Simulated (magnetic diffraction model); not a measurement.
## Moment size from magnetic intensity in DyCo₂Sn₂

Space group P4/nmm (no. 129, origin choice 1), a = 4.3690 Å, c = 10.0490 Å.

```
site  atom    x    y       z
  2c    Dy  1/2    0  0.7563
  2c    Sn  1/2    0  0.1182
  2b    Sn  1/2  1/2     1/2
  2c    Co  1/2    0  0.3732
  2a    Co  1/2  1/2       0
```

The compound is invented for this exercise: a known structure type with other elements, its cell scaled to their sizes and not relaxed.

Only Dy is taken to order (form factors of Dy3+); orders and moment sizes are assumed, and not adapted to the symmetry. Radiation: neutrons of λ = 2.567 Å (absorption by Dy left out), 2° to 80°; isotropic B of 0.31 Å² (Dy), 0.37 Å² (Sn) and 0.53 Å² (Co). The intensities are simulated: I ∝ L Σ (|F_N|² + |F_M⊥|²) for unpolarised neutrons, with F_M = 2.695 fm/μB × Σ f(s) S exp(2πi Q·r) exp(−B s²) at Q = H ± k (one set where k and −k are equivalent), only the part normal to Q counting and L = 1/(sin²θ cos θ). For a modulated order the moment at position r is S exp(−2πi k·r) + c.c., with S = m/2 for a sine wave of amplitude m and S = m(u + iv)/2 for moments turning in a plane, u and v being orthogonal unit vectors in it; the phase factor of the sum at Q = H + k is then exp(2πi H·r). Form factors are spin-only for 3d ions and dipole or tabulated for f ions, scattering lengths are Sears's of 1992, and absorption is left out. A label names one of the reflections at its angle. The strongest nuclear line in the range is 100, and lines under 0.2 are left out.

In a first state the assumed order is k = (0 1/6 0), a sine wave with moments along [001] (amplitudes given), 5.5 μB on Dy; signs + at (1/2, 0, 0.7563), + at (0, 1/2, 0.2437), with this pattern:

```csv
2θ (°),index,nuclear,magnetic
5.61,(0 1/6 0),0.0,193.3
29.60,(0 0 2),7.8,0.0
30.15,(0 1/6 2),0.0,0.5
32.06,(0 5/6 1),0.0,8.9
37.37,(1 0 1),41.0,0.0
37.82,(1 1/6 1),0.0,13.5
42.91,(0 7/6 1),0.0,5.4
44.97,(1 5/6 0),0.0,5.6
45.06,(0 0 3),3.7,0.0
45.82,(1 0 2),1.4,0.0
49.10,(1 1 0),30.3,0.0
51.53,(1 1 1),10.3,0.0
53.67,(1 7/6 0),0.0,3.8
54.09,(0 5/6 3),0.0,1.1
54.76,(1 5/6 2),0.0,5.0
57.74,(1 0 3),88.7,0.0
```
(The table stops after 16 lines; 16 more lie at higher angle.)

**Question.** Nearer the ordering temperature the line at 5.61° has total intensity 94.7 on the same scale, and all moments have shrunk alike. How large is the Dy moment?

The nuclear part, 0.0, stays, so the magnetic part is 94.7 against 193.3. It goes as m², so m = 5.5 × √(94.7/193.3) = 3.85 μB; the value used was 3.85 μB.

[Logs are printed without paths, hosts, clocks, repeated set-up lines and the standing remarks that a program may print on its own settings, such as how far it seeks lower states.]
